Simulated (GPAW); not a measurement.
# Surface energy and work function of Pb(100) from slabs of 4 to 14 layers (RPBE)

How do energy and work function of Pb(100) films settle with thickness, and what surface energy follows?

How it was computed: GPAW 26.7.0, plane waves at 450 eV with PAW setups; symmetric 1×1 slabs cut at the tabulated lattice constant (two decimals; low-temperature values for the alkali metals), atoms at bulk places, 7.5 Å of vacuum on each side, one in-plane mesh for all thicknesses, Fermi-Dirac smearing of 0.1 eV. Energies are extrapolated to zero smearing and count from the program's reference atoms. Functional RPBE. The cell's area is 12.251 Å².

The runs, one held back:

| layers | energy (eV) | work function (eV) |
| --- | --- | --- |
| 4 | −13.2705 | 3.66 |
| 5 | −16.5791 | 3.53 |
| 6 | −19.9930 | 3.59 |
| 7 | −23.3417 | 3.60 |
| 8 | −26.7551 | 3.61 |
| 9 | −30.1267 | 3.61 |
| 10 | −33.5172 | 3.60 |
| 11 | −36.8945 | 3.59 |
| 12 | −40.2717 | 3.58 |
| 14 | ? | ? |

Q: What surface energy do these runs give, and what energy and work function should the 14-layer slab have?

A: A slab of n layers has E(n) = nε + 2Aγ once its middle is bulk-like. A line through n = 6 to 12 has the slope ε = −3.3823 eV a layer and the intercept 2Aγ = 0.3120 eV (r.m.s. residual 10.4 meV). So γ = 0.3120 / (2 × 12.251 Å²) = 0.0127 eV/Å² = 0.20 J/m², with a standard error of about 0.01 J/m² from the scatter about the line. For 14 layers: 0.3120 + 14 × (−3.3823) = −47.040 eV; the run gives −47.034 eV, 6.1 meV over the line. The work function has no such law: from 6 to 12 layers it moves between 3.58 and 3.61 eV (mean 3.60), and the 14-layer slab gives 3.58 eV. The thinnest slab, 4 layers, lies +0.06 eV from that mean.

Caveats: The surfaces are unrelaxed, so γ is an upper bound for this functional and lattice constant. The tabulated lattice constant isn't the functional's own, which strains the slab a little. Spin-orbit coupling is left out.
